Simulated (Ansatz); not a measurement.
# Is TaSiAu in the AlB2 type a stable metal?

The plan: relax TaSiAu in the AlB2 type, check its phonons, and, if the lattice is stable, compute its Eliashberg function and ρ(T).

Program: Ansatz 0.2.0. Level of theory: DFT PBE, scalar-relativistic, plane waves, PAW; PAW set soft_1. Results are calculated unless marked as measured.

This is a report of a sequence of runs, with most program output left out.

The structure was built from a prototype and need not be the compound's stable phase.

**1. Set-up**

It takes space group P-6m2 (No. 187, hexagonal). Conventional cell: a = 3.928 Å, b = 3.928 Å, c = 4.124 Å, α = 90.00°, β = 90.00°, γ = 120.00°. Ta has 6 Au at 3.07 Å and 6 Si at 3.07 Å nearest. Nearest to Si lie 3 Au at 2.27 Å and 6 Ta at 3.07 Å. Au has 3 Si at 2.27 Å and 6 Ta at 3.07 Å nearest. Farther neighbours are not listed.

**2. Relaxation**

The structure is brought to rest under this functional.

File input.yaml:

```yaml
crystal:
  lattice:
    - [3.92803, 0.0, 0.0]
    - [-1.96401, 3.40177, 0.0]
    - [0.0, 0.0, 4.12443]
  atoms:
    - { symbol: Ta, position: [0.0, 0.0, 0.0] }
    - { symbol: Si, position: [0.33333333, 0.66666667, 0.5] }
    - { symbol: Au, position: [0.66666667, 0.33333333, 0.5] }
kpoints:
  mp_grid: { grid: [9, 9, 8] }
hamiltonian:
  xc: pbe
  pseudopotentials: { kind: paw, azcp: { folder: soft_1 } }
scf:
  occupations: { method: gaussian, width: 0.1 }
output:
  forces: true
  stress: true
  eigenvalues: true
relax:
  adjacent_minimum: "off"
  f_tol: 0.005
  max_steps: 80
  cell: { stress_tol: 0.05 }
```

Run with:

```
$ ansatz run input.yaml --threads 4 --pin off --max-ram 12288MiB --backend cpu --events-out ev --progress --plain --runs-dir out
```

It took 5.7 s on 4 threads of AMD EPYC 9B45 (Zen 5), shared host; peak memory 0.5 GiB; 20 s of CPU time.

Relaxation path:

```csv
step,energy less that of the first step (eV),largest force component (eV/Å),pressure (GPa),volume (Å³)
1,0.0000,0.0000,-4.75,55.11
2,-0.3603,0.0000,-2.40,53.16
3,-0.6198,0.0000,-0.65,51.63
4,-0.7473,0.0000,1.16,50.30
5,-0.7603,0.0000,0.24,50.29
6,-0.7604,0.0000,-0.02,50.34
7*,-0.7602,0.0000,-0.03,50.34
8,-0.7602,0.0000,0.00,50.32
9*,-0.7602,0.0000,0.00,50.32
```

Relaxation steps marked * repeat the geometry before them on a plane-wave basis chosen anew for their cell, so energy and pressure can jump there.

Forces are held to the 12 operations that the run works with; a distortion that breaks them can't arise in this run.

```csv
cell as run,before,after,change
a (Å),3.928,4.104,+4.5 %
b (Å),3.928,4.104,+4.5 %
c (Å),4.124,3.451,-16.3 %
volume (Å³/atom),18.37,16.77,-8.7 %
```

Final coordinates:

```xyz
3
Lattice="4.1036 0.0000 0.0000 -2.0518 3.5538 0.0000 0.0000 0.0000 3.4507" Properties=species:S:1:pos:R:3 pbc="T T T"
Ta    0.0000    0.0000    0.0000
Si    0.0000    2.3692    1.7254
Au    2.0518    1.1846    1.7254
```

Numbers from this step:

```yaml
pressure: 6.02e-4 GPa
volume_per_atom: 16.77 Å³/atom
metallic_on_mesh: yes
gap_on_the_k_mesh: 0 eV
```

The largest force is now zero by symmetry and the largest stress component 0.0011 GPa.

**3. Relaxing cell and atoms**

The relaxation is repeated from the new cell as a check.

input.yaml, the sections that differ from step 2:

```yaml
crystal:
  lattice:
    - [4.103628823, -3.0158e-06, 0.0]
    - [-2.0518117997, 3.5538483163, 0.0]
    - [0.0, 0.0, 3.4507100164]
  atoms:
    - { symbol: Ta, position: [0.0, 0.0, 0.0] }
    - { symbol: Si, position: [0.3333333333, 0.6666666667, 0.5] }
    - { symbol: Au, position: [0.6666666667, 0.3333333333, 0.5] }
# kpoints, hamiltonian, scf, output, relax: as in step 2
```

Elapsed: 1.4 s, on 4 threads; peak memory 0.49 GiB.

Little changed from the start: no atom moved by 0.005 Å and no cell edge by 0.1 %.

Numbers from this step:

| Quantity | Value |
| --- | --- |
| pressure | 6.06e-4 GPa |

The largest force is now zero by symmetry and the largest stress component 0.0011 GPa.

**4. Tight relaxation**

No force is left; the cell is relaxed once more with another smearing and tight thresholds.

input.yaml: that of step 3 with these lines changed.

```diff
@@ -15,3 +15,3 @@
 scf:
-  occupations: { method: gaussian, width: 0.1 }
+  occupations: { method: methfessel_paxton, width: 0.2 }
 output:
@@ -22,4 +22,4 @@
   adjacent_minimum: "off"
-  f_tol: 0.005
-  max_steps: 80
-  cell: { stress_tol: 0.05 }
+  f_tol: 0.001
+  max_steps: 60
+  cell: { stress_tol: 0.01 }
```

Elapsed: 2.4 s, on 4 threads; peak memory 0.5 GiB.

Little changed from the start: no atom moved by 0.005 Å and no cell edge by 0.1 %.

Numbers from this step:

- pressure: 3.77e-4 GPa

The largest force is now zero by symmetry and the largest stress component 0.0013 GPa, small enough for phonons.

**5. Lattice stability: q 2×2×2, k 4×4×4**

Before any scattering is computed, the phonons show whether the structure is a minimum.

File input.yaml:

```yaml
crystal:
  lattice:
    - [4.1033800868, -3.0156e-06, 0.0]
    - [-2.0516874318, 3.5536329043, 0.0]
    - [0.0, 0.0, 3.4508876207]
  atoms:
    - { symbol: Ta, position: [0.0, 0.0, 0.0] }
    - { symbol: Si, position: [0.3333333333, 0.6666666667, 0.5] }
    - { symbol: Au, position: [0.6666666667, 0.3333333333, 0.5] }
kpoints:
  mp_grid: { grid: [4, 4, 4] }
hamiltonian:
  xc: pbe
  pseudopotentials: { kind: paw, azcp: { folder: soft_1 } }
scf:
  occupations: { method: methfessel_paxton, width: 0.2 }
output:
  eigenvalues: true
phonons:
  method: dfpt
  qmesh: [2, 2, 2]
  temperatures: { t_max: 1000, t_step: 50 }
  qpath:
    path:
      - [[0.0, 0.0, 0.0], [0.5, 0.0, 0.0], [0.33333333, 0.33333333, 0.0], [0.0, 0.0, 0.0], [0.0, 0.0, 0.5], [0.5, 0.0, 0.5], [0.33333333, 0.33333333, 0.5], [0.0, 0.0, 0.5]]
      - [[0.5, 0.0, 0.5], [0.5, 0.0, 0.0]]
      - [[0.33333333, 0.33333333, 0.5], [0.33333333, 0.33333333, 0.0]]
    npoints: 10
```

Wall time 10 s (4 threads); peak memory 0.58 GiB.

This step gave:

```yaml
share_of_imaginary_modes_in_the_plain_interpolation_between_solved_wavevectors: 0.0112
highest_frequency_solved_or_plainly_interpolated: 415.5 cm⁻¹
```

Solved on the 2×2×2 mesh alone; all other wavevectors are interpolated. The phonon branches at the labelled points (cm⁻¹):

```csv
point,branch 1,branch 2,branch 3,branch 4,branch 5,branch 6,branch 7,branch 8,branch 9
Γ,0,0,0,45,133,133,175,390,390
halfway,-16,46,78,78,130,137,163,391,397
M,-21,64,91,122,127,133,153,392,405
halfway,32,76,90,108,118,131,169,388,408
K,60,77,91,98,113,127,178,386,410
halfway,10,54,83,84,120,148,159,390,400
Γ,0,0,0,45,133,133,175,390,390
halfway,56,56,73,104,125,125,178,389,389
A,98,98,102,102,109,124,189,389,389
halfway,62,88,88,103,125,149,191,394,398
L,-26,78,93,105,135,164,192,399,408
halfway,-10,64,92,114,142,161,192,395,412
H,21,58,81,128,146,158,191,392,416
halfway,57,75,98,102,131,151,191,393,403
A,98,98,102,102,109,124,189,389,389
jump to L,-26,78,93,105,135,164,192,399,408
halfway,39,45,98,120,120,159,167,396,406
M,-21,64,91,122,127,133,153,392,405
jump to H,21,58,81,128,146,158,191,392,416
halfway,51,67,67,121,131,158,174,389,413
K,60,77,91,98,113,127,178,386,410
```

Lowest modes at the softest wavevector of the mesh. Modes at q = (0.000, 0.500, 0.500), with each element's share of the kinetic energy (negative means imaginary):

```csv
mode,frequency (cm⁻¹),Ta %,Si %,Au %
1,-25.8,64,3,33
2,77.7,0,12,88
3,92.7,74,0,26
4,105.1,100,0,0
5,134.7,25,11,64
6,163.5,25,2,72
```

Displacements in mode 1 (-25.8 cm⁻¹), the largest set to 1, in the home cell:
```
Ta1 0.00 1.00 0.00
Si2 0.00 0.00 0.56
Au3 0.00 0.00 0.69
```

Displacements in mode 6 (163.5 cm⁻¹), the largest set to 1, in the home cell:
```
Ta1  0.00  0.00  0.62
Si2  0.00  0.47  0.00
Au3  0.00 -1.00  0.00
```

Among the solved wavevectors the lowest mode, translations apart, is -25.8 cm⁻¹, imaginary.

**6. Lattice stability: q 3×3×2, k 6×6×6**

An imaginary mode on so few k-points may come from the sampling, so the phonons are repeated with another q and k mesh.

input.yaml: that of step 5 with these lines changed.

```diff
@@ -10,3 +10,3 @@
 kpoints:
-  mp_grid: { grid: [4, 4, 4] }
+  mp_grid: { grid: [6, 6, 6] }
 hamiltonian:
@@ -20,3 +20,3 @@
   method: dfpt
-  qmesh: [2, 2, 2]
+  qmesh: [3, 3, 2]
   temperatures: { t_max: 1000, t_step: 50 }
```

Wall time 42 s (4 threads); peak memory 0.8 GiB; 2.6 min of CPU time.

Numbers from this step:

* share of imaginary modes in the plain interpolation between solved wavevectors: 0.0297
* highest frequency, solved or plainly interpolated: 414.5 cm⁻¹

Solved on the 3×3×2 mesh alone; all other wavevectors are interpolated. The phonon branches at the labelled points (cm⁻¹):

```csv
point,branch 1,branch 2,branch 3,branch 4,branch 5,branch 6,branch 7,branch 8,branch 9
Γ,-31,0,0,0,136,136,176,388,388
halfway,-16,45,72,75,132,142,161,394,403
M,-37,56,92,118,128,141,152,394,414
halfway,20,71,88,108,114,140,166,391,414
K,66,71,86,92,106,139,174,388,413
halfway,15,57,75,79,125,150,157,393,406
Γ,-31,0,0,0,136,136,176,388,388
halfway,55,55,68,98,127,127,180,389,389
A,95,95,104,104,104,121,194,389,389
halfway,70,82,87,103,120,148,196,394,395
L,-26,74,85,97,130,164,189,399,403
halfway,-38,58,88,112,136,160,184,398,405
H,-48,52,80,131,141,153,177,398,407
halfway,60,69,98,100,125,150,194,394,398
A,95,95,104,104,104,121,194,389,389
jump to L,-26,74,85,97,130,164,189,399,403
halfway,33,36,90,118,120,160,167,397,409
M,-37,56,92,118,128,141,152,394,414
jump to H,-48,52,80,131,141,153,177,398,407
halfway,28,59,71,121,127,156,168,393,410
K,66,71,86,92,106,139,174,388,413
```

Lowest modes at the softest wavevector of the mesh. Modes at q = (-0.333, -0.333, 0.500), with each element's share of the kinetic energy (negative means imaginary):

```csv
mode,frequency (cm⁻¹),Ta %,Si %,Au %
1,-47.6,64,0,36
2,52.5,25,6,68
3,79.8,93,7,0
4,130.8,74,6,20
5,141.0,36,0,64
6,152.8,0,0,100
```

Displacements in mode 1 (-47.6 cm⁻¹), the largest set to 1, in the home cell (x, y, z of the real part, then of the imaginary part):
```
Ta1  0.85  0.49  0.00 -0.49  0.85  0.00
Si2  0.00  0.00  0.00  0.00  0.00  0.00
Au3  0.00  0.00  1.00  0.00  0.00  0.00
```

Displacements in mode 3 (79.8 cm⁻¹), the largest set to 1, in the home cell (x, y, z of the real part, then of the imaginary part):
```
Ta1 0.00 1.00 0.00 1.00 0.00 0.00
Si2 0.00 0.00 0.96 0.00 0.00 0.00
Au3 0.00 0.00 0.00 0.00 0.00 0.00
```

The modes has structure finer than the step of the table below, so its rows give means over 20 cm⁻¹, whole bins alone (the curve runs from -57.1 to 437 cm⁻¹). Peaks (cm⁻¹: height): Au 57.8: 0.0248, 88.9: 0.0172, 126.2: 0.0259, 157.2: 0.033, 393.3: 0.00968; Si 185.2: 0.0175, 393.3: 0.105; Ta 54.7: 0.0203, 88.9: 0.0397, 107.5: 0.0345, 160.3: 0.0128.

Phonopy on the run's constants, 15x15x17 mesh, Gaussian sigma 3.5 cm⁻¹. Table of modes by wavenumber; means over each step; values in 1/cm⁻¹/cell:

```csv
wavenumber (cm⁻¹),Au,Si,Ta
-40,0.00138,7.3e-5,0.00195
-20,0.00313,3.0e-4,0.00369
0,0.00235,2.5e-4,0.00246
20,0.00797,9.3e-4,0.00760
40,0.0113,0.00137,0.0113
60,0.0203,0.00277,0.0159
80,0.0137,0.00359,0.0208
100,0.0158,0.00501,0.0310
120,0.0235,0.00506,0.0282
140,0.0155,0.00747,0.0114
160,0.0233,0.0103,0.0105
180,0.00367,0.0161,0.00432
200,4.3e-4,0.00468,4.9e-4
220,0,0,0
240,0,0,0
260,0,0,0
280,0,0,0
300,0,0,0
320,0,0,0
340,0,0,0
360,0,0,0
380,0.00101,0.0108,1.2e-5
400,0.00593,0.0705,1.1e-4
420,7.7e-4,0.0106,1.6e-5
```

No LO-TO term; unit eigenvectors of the mass-weighted matrix. The modes at Γ (shares of kinetic energy by element, %) (negative means imaginary):

```csv
mode,frequency (cm⁻¹),symmetry,Ta %,Si %,Au %
1,-30.7,A2'',5,67,28
2,0.0,unnamed,45,7,49
3,0.0,unnamed,45,7,49
4,0.0,unnamed,45,7,49
5,135.9,E',55,4,40
6,135.9,E',55,4,40
7,175.9,A2'',50,26,23
8,388.5,E',0,89,11
9,388.5,E',0,89,11
```

Displacements in mode 1 (-30.7 cm⁻¹), the largest set to 1:
```
Ta1  0.00  0.00  0.11
Si2  0.00  0.00  1.00
Au3  0.00  0.00 -0.24
```

Displacements in mode 8 (388.5 cm⁻¹), the largest set to 1:
```
Ta1  0.01 -0.01  0.00
Si2 -0.55  1.00  0.00
Au3  0.07 -0.13  0.00
```

Among the solved wavevectors the lowest mode, translations apart, is -47.6 cm⁻¹, imaginary.

**7. Phonons: Fermi–Dirac smearing of 0.3 eV**

The phonons are repeated on the same meshes with a wide Fermi–Dirac smearing, to see whether the soft mode comes from sharp features of the Fermi surface.

input.yaml: that of step 6 with these lines changed.

```diff
@@ -15,3 +15,3 @@
 scf:
-  occupations: { method: methfessel_paxton, width: 0.2 }
+  occupations: { method: fermi_dirac, width: 0.3 }
 output:
```

Elapsed: 45 s, on 4 threads; peak memory 0.8 GiB.

This step gave:

| Quantity | Value |
| --- | --- |
| share of imaginary modes in the plain interpolation between solved wavevectors | 0.0423 |
| highest frequency, solved or plainly interpolated | 413.4 cm⁻¹ |

Solved on the 3×3×2 mesh alone; all other wavevectors are interpolated. Phonon branches along the path, in cm⁻¹:

```csv
point,branch 1,branch 2,branch 3,branch 4,branch 5,branch 6,branch 7,branch 8,branch 9
Γ,-45,0,0,0,134,134,153,388,388
halfway,-17,19,55,72,129,138,140,393,398
M,-33,44,83,103,112,126,150,396,408
halfway,26,62,82,103,105,108,165,392,411
K,64,72,83,87,98,102,173,389,413
halfway,12,39,60,74,120,136,148,392,402
Γ,-45,0,0,0,134,134,153,388,388
halfway,48,53,53,84,124,124,158,388,388
A,78,94,94,99,99,110,170,388,388
halfway,59,76,85,99,101,144,168,394,394
L,-42,73,78,95,116,159,162,400,401
halfway,-47,46,82,110,126,153,158,398,404
H,-53,35,72,127,138,141,152,397,406
halfway,50,62,88,97,111,146,166,394,397
A,78,94,94,99,99,110,170,388,388
jump to L,-42,73,78,95,116,159,162,400,401
halfway,16,34,81,105,116,139,158,398,405
M,-33,44,83,103,112,126,150,396,408
jump to H,-53,35,72,127,138,141,152,397,406
halfway,7,50,65,117,123,124,164,393,410
K,64,72,83,87,98,102,173,389,413
```

Lowest modes at the softest wavevector of the mesh. Modes at q = (-0.333, -0.333, 0.500), with each element's share of the kinetic energy (negative means imaginary):

```csv
mode,frequency (cm⁻¹),Ta %,Si %,Au %
1,-52.6,59,0,41
2,34.6,32,6,62
3,72.4,82,18,0
4,127.3,67,6,27
5,137.8,41,0,59
6,141.2,18,82,0
```

Displacements in mode 1 (-52.6 cm⁻¹), the largest set to 1, in the home cell (x, y, z of the real part, then of the imaginary part):
```
Ta1  0.77  0.45  0.00 -0.45  0.77  0.00
Si2  0.00  0.00  0.00  0.00  0.00  0.00
Au3  0.00  0.00  1.00  0.00  0.00  0.00
```

Displacements in mode 3 (72.4 cm⁻¹), the largest set to 1, in the home cell (x, y, z of the real part, then of the imaginary part):
```
Ta1 0.00 0.59 0.00 0.59 0.00 0.00
Si2 0.00 0.00 1.00 0.00 0.00 0.00
Au3 0.00 0.00 0.00 0.00 0.00 0.00
```

Among the solved wavevectors the lowest mode, translations apart, is -52.6 cm⁻¹, imaginary.

**8. What came out**

```
phonon run of the rows without a label of their own : PBE, q 3×3×2, k 6×6×6
softest mode on the q mesh                          : -47.6 cm⁻¹ at q = (-0.333, -0.333, 0.5)
highest frequency, solved or plainly interpolated   : 414 cm⁻¹
```

What this shows: The lattice is dynamically unstable at this level: a mode at q = (-0.333, -0.333, 0.5) is imaginary, 47.6i cm⁻¹, so no harmonic coupling constant or resistivity is defined for this structure. These meshes are coarse, and single modes of a metal can move by tens of cm⁻¹ with the k mesh. The coarser mesh found an imaginary mode at another wavevector, which this mesh lacks. Spin–orbit coupling, left out here, matters for Au and Ta. The phonon runs are not spin-polarised. The structure was built by hand as an ordered model, and its stability against other phases was not tested.

[Logs are printed without paths, hosts, clocks, repeated set-up lines and the standing remarks that a program may print on its own settings, such as how far it seeks lower states.]

[Hosts, paths, dates, database ids (printed as entryN), source tags and the programs' standing remarks are cut or masked in the printed files.]
